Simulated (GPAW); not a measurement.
# Work function of V2NOS MXene monolayer at several levels, part 2 of 2

Aim: the work function of both faces of V2NOS MXene monolayer, and its spread over functionals and bases.

GPAW 26.7.0; GPAW, PAW setups; layer in a repeated cell with vacuum, relaxation of atoms and in-plane cell (the session's first sound run).

So far, upper work function (eV): step 3 (plane waves, PBE) 6.36; step 4 (revPBE) 6.23; step 5 (LDA) 6.73; step 6 (GPAW, PAW setups) 6.66.

**7. Self-consistent run: xc = "RPBE"**

Level of this step: GPAW, PAW setups; slab in vacuum (GPAW).

The same geometry under RPBE, to see how far the functional moves the levels against the vacuum.

run.py reads:

```python
import json
import numpy as np
from ase import Atoms
from gpaw import GPAW, PW

slab = Atoms(
    ['S', 'V', 'N', 'V', 'O'],
    positions=[
        [0.00000, 1.70757, 8.00000],
        [1.47880, 0.85378, 9.61857],
        [-0.00000, 0.00000, 10.72493],
        [0.00000, 1.70757, 11.86711],
        [1.47880, 0.85378, 12.85249]],
    cell=[[2.9576, 0.0, 0.0], [-1.4788, 2.56136, 0.0], [0.0, 0.0, 20.8525]],
    pbc=[True, True, False],
    magmoms=[0.0, 2.0, 0.0, 2.0, 0.0])

slab.calc = GPAW(mode=PW(500), xc='RPBE', kpts={'size': (12, 12, 1), 'gamma': True},
                 occupations={'name': 'fermi-dirac', 'width': 0.05}, nbands='160%',
                 convergence={'density': 1e-05}, maxiter=200,
                 poissonsolver={'dipolelayer': 'xy'},
                 symmetry={'tolerance': 1e-3}, txt='slab.txt')
result = {}
energy = slab.get_potential_energy()
fermi = slab.calc.get_fermi_level()
v = slab.calc.get_electrostatic_potential().mean((0, 1)) - fermi
n = slab.calc.get_pseudo_density().mean((0, 1))
L = slab.cell[2, 2]
z = np.arange(len(v)) * L / len(v)
low, high = slab.positions[:, 2].min(), slab.positions[:, 2].max()
below, above = np.interp([low - 5.8, high + 5.8], z, v)
slopes = [np.interp(x, z, np.gradient(v, z)) for x in (low - 5.8, high + 5.8)]
eps = np.array([[slab.calc.get_eigenvalues(k, s) for k in range(len(slab.calc.get_ibz_k_points()))]
                for s in range(slab.calc.get_number_of_spins())]) - fermi
top, bottom = eps[eps < 0].max(), eps[eps > 0].min()
dipole = slab.get_dipole_moment()[2]
print(f'energy {energy:.4f} eV, Fermi level {fermi:.4f} eV, dipole {dipole:.5f} e A')
print(f'potential 5.8 A off the faces, from the Fermi level: lower {below:.4f} eV, upper {above:.4f} eV')
print(f'slope of the potential there: lower {slopes[0]:.5f}, upper {slopes[1]:.5f} eV/A')
print(f'nearest levels on the mesh: {top:.4f} and {bottom:.4f} eV')
print('magnetic moment', round(slab.get_magnetic_moment(), 3))
result.update(energy=energy, fermi=fermi, dipole=dipole, below=below, above=above, slopes=slopes, edges=[top, bottom],
              z=z.tolist(), v=v.tolist(), n=n.tolist(), positions=slab.positions.tolist(),
              forces=slab.get_forces(apply_constraint=False).tolist(), moments=slab.get_magnetic_moments().tolist())
json.dump(result, open('result.json', 'w'))
```

Launch:

```
$ OMP_NUM_THREADS=1 OPENBLAS_NUM_THREADS=1 python run.py
```

What it wrote:

```text
energy -37.7737 eV, Fermi level -0.3643 eV, dipole -0.04737 e A
potential 5.8 A off the faces, from the Fermi level: lower 5.0983 eV, upper 6.2251 eV
slope of the potential there: lower -0.00053, upper 0.00036 eV/A
nearest levels on the mesh: -0.0183 and 0.0153 eV
magnetic moment 0.369
```

The job ended after 4.2 min (1 thread of Arm Neoverse V1, shared host; peak memory 0.32 GiB).

Numbers from this step:

* dipole along the normal: -0.04737 e·Å
* levels nearest the Fermi level on the mesh: -0.01828, 0.01533 eV from the Fermi level
* upper work function: 6.225 eV
* lower work function: 5.098 eV
* site moments: 0.01462, -0.1308, -0.004536, 0.4743, -0.004248 μB
* sum of the site moments: 0.3493 μB

The electrostatic potential energy of an electron (without an applied field's), less the Fermi level, planar mean oscillates, so the rows of the table below give means over windows of 0.5 Å about each position, cut where the curve ends. Its maxima inside the range that stand out by 2 % of the span (Å: eV): 8.79: -5.11, 10.33: -9.55, 11.20: -8.99, 12.45: -10.3. Its minima: 8.01: -22.8, 9.65: -18.2, 10.72: -15.8, 11.87: -18.4, 12.74: -12.4.

Electrostatic potential energy of an electron (without an applied field's), less the Fermi level, planar mean against z; means over each step:

| z (Å) | electrostatic potential energy of an electron (without an applied field's), less the Fermi level, planar mean (eV) |
| --- | --- |
| 0.0 | 5.46 |
| 0.5 | 5.13 |
| 1.0 | 5.10 |
| 1.5 | 5.10 |
| 2.0 | 5.10 |
| 2.5 | 5.10 |
| 3.0 | 5.10 |
| 3.5 | 5.10 |
| 4.0 | 5.10 |
| 4.5 | 5.10 |
| 5.0 | 5.09 |
| 5.5 | 5.07 |
| 6.0 | 4.98 |
| 6.5 | 4.54 |
| 7.0 | 2.35 |
| 7.5 | -6.99 |
| 8.0 | -20.1 |
| 8.5 | -9.37 |
| 9.0 | -7.61 |
| 9.5 | -16.4 |
| 10.0 | -13.0 |
| 10.5 | -12.3 |
| 11.0 | -11.5 |
| 11.5 | -13.3 |
| 12.0 | -16.6 |
| 12.5 | -11.2 |
| 13.0 | -7.82 |
| 13.5 | 3.18 |
| 14.0 | 5.76 |
| 14.5 | 6.15 |
| 15.0 | 6.21 |
| 15.5 | 6.22 |
| 16.0 | 6.22 |
| 16.5 | 6.22 |
| 17.0 | 6.22 |
| 17.5 | 6.22 |
| 18.0 | 6.22 |
| 18.5 | 6.23 |
| 19.0 | 6.23 |
| 19.5 | 6.23 |
| 20.0 | 6.23 |
| 20.5 | 6.11 |

The upper face's work function is 6.225 eV, against 6.360 eV in the first plane-wave PBE run at this geometry.

**8. Self-consistent run: xc = "vdW-DF2"**

The same geometry under vdW-DF2, to see how far the functional moves the levels against the vacuum (the van der Waals functionals take revPBE setups).

run.py: that of step 7 with these lines changed.

```diff
@@ -17,3 +17,3 @@
 
-slab.calc = GPAW(mode=PW(500), xc='RPBE', kpts={'size': (12, 12, 1), 'gamma': True},
+slab.calc = GPAW(mode=PW(500), xc='vdW-DF2', kpts={'size': (12, 12, 1), 'gamma': True},
                  occupations={'name': 'fermi-dirac', 'width': 0.05}, nbands='160%',
```

What it wrote:

```text
energy -171.9960 eV, Fermi level -0.8365 eV, dipole -0.05465 e A
potential 5.8 A off the faces, from the Fermi level: lower 5.6199 eV, upper 6.9208 eV
slope of the potential there: lower -0.00052, upper 0.00038 eV/A
nearest levels on the mesh: -0.0300 and 0.0175 eV
magnetic moment 0.154
```

Wall time 5.3 min (1 thread); peak memory 0.47 GiB.

Numbers from this step:

* dipole along the normal: -0.05465 e·Å
* levels nearest the Fermi level on the mesh: -0.02999, 0.01749 eV from the Fermi level
* upper work function: 6.921 eV
* lower work function: 5.620 eV
* site moments: 0.005646, -0.06148, -0.001937, 0.2046, 1.78e-4 μB
* sum of the site moments: 0.1470 μB

The upper face's work function is 6.921 eV, against 6.360 eV in the first plane-wave PBE run at this geometry.

**9. Real-space grid: mode = "fd"**

A real-space grid is a second complete basis, so it checks the plane-wave result.

run.py: that of step 8 with these lines changed.

```diff
@@ -3,3 +3,3 @@
 from ase import Atoms
-from gpaw import GPAW, PW
+from gpaw import GPAW
 
@@ -17,3 +17,3 @@
 
-slab.calc = GPAW(mode=PW(500), xc='vdW-DF2', kpts={'size': (12, 12, 1), 'gamma': True},
+slab.calc = GPAW(mode='fd', h=0.18, xc='PBE', kpts={'size': (12, 12, 1), 'gamma': True},
                  occupations={'name': 'fermi-dirac', 'width': 0.05}, nbands='160%',
```

What it wrote:

```text
energy -41.2083 eV, Fermi level -5.7891 eV, dipole -0.04843 e A
potential 5.8 A off the faces, from the Fermi level: lower 5.2110 eV, upper 6.3673 eV
slope of the potential there: lower -0.00000, upper 0.00000 eV/A
nearest levels on the mesh: -0.0011 and 0.0484 eV
magnetic moment -0.001
```

Wall time 21 min (1 thread); peak memory 1 GiB.

This step gave:

```yaml
dipole_along_the_normal: -0.04843 e·Å
levels_nearest_the_fermi_level_on_the_mesh: -0.001078, 0.04836 eV from the Fermi level
upper_work_function: 6.367 eV
lower_work_function: 5.211 eV
site_moments: -5.29e-5, 4.85e-4, 1.19e-5, -0.001689, 5.19e-6 μB
sum_of_the_site_moments: 0 μB
```

The electrostatic potential energy of an electron (without an applied field's), less the Fermi level, planar mean oscillates, so the rows of the table below give means over windows of 1.35 Å about each position, cut where the curve ends. Its maxima inside the range that stand out by 2 % of the span (Å: eV): 8.8: -5.03, 10.2: -9.35, 11.1: -8.86, 12.5: -10.1. Its minima: 8.0: -22.7, 9.6: -18.1, 10.7: -15.5, 11.9: -18.3, 12.8: -12.4.

The electrostatic potential energy of an electron (without an applied field's), less the Fermi level, planar mean by z; means over each step:

```
z (Å)  electrostatic potential energy of an electron (without an applied field's), less the Fermi level, planar mean (eV)
 0.68                                                                                                                5.23
 2.03                                                                                                                5.21
 3.38                                                                                                                5.21
 4.73                                                                                                                5.21
 6.08                                                                                                                4.95
 7.43                                                                                                               -6.96
 8.78                                                                                                               -10.4
10.13                                                                                                               -13.7
11.48                                                                                                               -13.6
12.83                                                                                                               -7.60
14.18                                                                                                                5.86
15.53                                                                                                                6.36
16.88                                                                                                                6.37
18.23                                                                                                                6.37
19.58                                                                                                                6.37
```

The upper face's work function is 6.367 eV, against 6.360 eV in the first plane-wave PBE run at this geometry.

**10. Atomic orbitals: mode = "lcao"**

Atom-centred orbitals end a few angstrom from the surface, which tests how much the density's tail matters.

run.py: that of step 9 with these lines changed.

```diff
@@ -17,4 +17,4 @@
 
-slab.calc = GPAW(mode='fd', h=0.18, xc='PBE', kpts={'size': (12, 12, 1), 'gamma': True},
-                 occupations={'name': 'fermi-dirac', 'width': 0.05}, nbands='160%',
+slab.calc = GPAW(mode='lcao', basis='dzp', h=0.18, xc='PBE', kpts={'size': (12, 12, 1), 'gamma': True},
+                 occupations={'name': 'fermi-dirac', 'width': 0.05}, nbands='120%',
                  convergence={'density': 1e-05}, maxiter=200,
```

What it wrote:

```text
energy -38.9750 eV, Fermi level -5.8503 eV, dipole -0.05215 e A
potential 5.8 A off the faces, from the Fermi level: lower 5.2276 eV, upper 6.4729 eV
slope of the potential there: lower 0.00000, upper 0.00000 eV/A
nearest levels on the mesh: -0.0097 and 0.0633 eV
magnetic moment 0.002
```

Wall time 18 min (1 thread); peak memory 0.35 GiB.

This step gave:

```yaml
dipole_along_the_normal: -0.05215 e·Å
levels_nearest_the_fermi_level_on_the_mesh: -0.009706, 0.06331 eV from the Fermi level
upper_work_function: 6.473 eV
lower_work_function: 5.228 eV
site_moments: 9.09e-5, -5.89e-4, -2.08e-5, 0.002313, -6.73e-6 μB
```

The electrostatic potential energy of an electron (without an applied field's), less the Fermi level, planar mean oscillates, so the rows of the table below give means over windows of 1.35 Å about each position, cut where the curve ends. Its maxima inside the range that stand out by 2 % of the span (Å: eV): 8.8: -5.10, 10.2: -9.47, 11.1: -8.99, 12.5: -10.2. Its minima: 8.0: -22.7, 9.6: -18.1, 10.7: -15.7, 11.9: -18.4, 12.8: -12.4.

Table of electrostatic potential energy of an electron (without an applied field's), less the Fermi level, planar mean by z; means over each step:

| z (Å) | electrostatic potential energy of an electron (without an applied field's), less the Fermi level, planar mean (eV) |
| --- | --- |
| 0.68 | 5.25 |
| 2.03 | 5.23 |
| 3.38 | 5.23 |
| 4.73 | 5.23 |
| 6.08 | 5.00 |
| 7.43 | -6.95 |
| 8.78 | -10.5 |
| 10.13 | -13.8 |
| 11.48 | -13.7 |
| 12.83 | -7.61 |
| 14.18 | 5.96 |
| 15.53 | 6.47 |
| 16.88 | 6.47 |
| 18.23 | 6.47 |
| 19.58 | 6.47 |

The upper face's work function is 6.473 eV, against 6.360 eV in the first plane-wave PBE run at this geometry.

**11. Cost and result by level**

Times are for 1 thread of Arm Neoverse V1, shared host. The runs compared:

```csv
no.,run,upper work function (eV),lower work function (eV),time,memory (GiB)
1,pw,6.360,5.215,5.9 min,0.32
2,revPBE,6.227,5.103,4.2 min,0.32
3,LDA,6.731,5.472,3.1 min,0.31
4,optPBE vdW,6.658,5.464,5.1 min,0.47
5,RPBE,6.225,5.098,4.2 min,0.32
6,vdW DF2,6.921,5.620,5.3 min,0.47
7,fd,6.367,5.211,21 min,1.0
8,lcao,6.473,5.228,18 min,0.35
```

**12. Side by side**

Results and costs are gathered.

This step: comparison of work functions, dipole and cost (GPAW 26.7.0).

Ladder, by row:

```
      step  code  work function, upper (eV)  work function, lower (eV)  dipole (e Å)  wall time (s)  peak memory (GiB)  threads
        pw  GPAW                       6.36                      5.215      -0.04814          352.4               0.32        1
    revPBE  GPAW                      6.227                      5.103      -0.04728          252.3               0.32        1
       LDA  GPAW                      6.731                      5.472      -0.05291          187.6               0.31        1
optPBE-vdW  GPAW                      6.658                      5.464      -0.05018          308.6               0.47        1
      RPBE  GPAW                      6.225                      5.098      -0.04737          254.4               0.32        1
   vdW-DF2  GPAW                      6.921                       5.62      -0.05465          316.7               0.47        1
        fd  GPAW                      6.367                      5.211      -0.04843           1283               1.02        1
      lcao  GPAW                      6.473                      5.228      -0.05215           1066               0.35        1
```

**13. Outcome**

```yaml
work_function_upper_and_lower_face: 6.360 and 5.215 eV
dipole_along_the_normal: -0.0481 e Å
```

What this shows: With plane waves and PBE the work function is 6.36 eV on the upper face and 5.21 eV on the lower. The two faces differ by 1.1 eV, the step that the slab's dipole makes (e p/(ε0 A) gives 1.1 eV), so the dipole layer is needed. Over the sound runs of the table the upper face's work function spans 6.225 (RPBE) to 6.921 eV (vdW-DF2). Atomic orbitals miss the plane-wave value by 0.11 eV, since they describe the tail of the density in the vacuum poorly. The relaxation of atoms and cell ran in a fully periodic cell without the dipole layer, so the atoms of this polar layer felt a small spurious field. One magnetic start was tried; another order may lie lower. The layer's cell and atoms come from the relaxation; spin-orbit coupling and temperature are left out.

[Logs are printed without paths, hosts, clocks, repeated set-up lines and the standing remarks that a program may print on its own settings, such as how far it seeks lower states.]

[Hosts, paths, dates, database ids (printed as entryN), source tags and the programs' standing remarks are cut or masked in the printed files.]
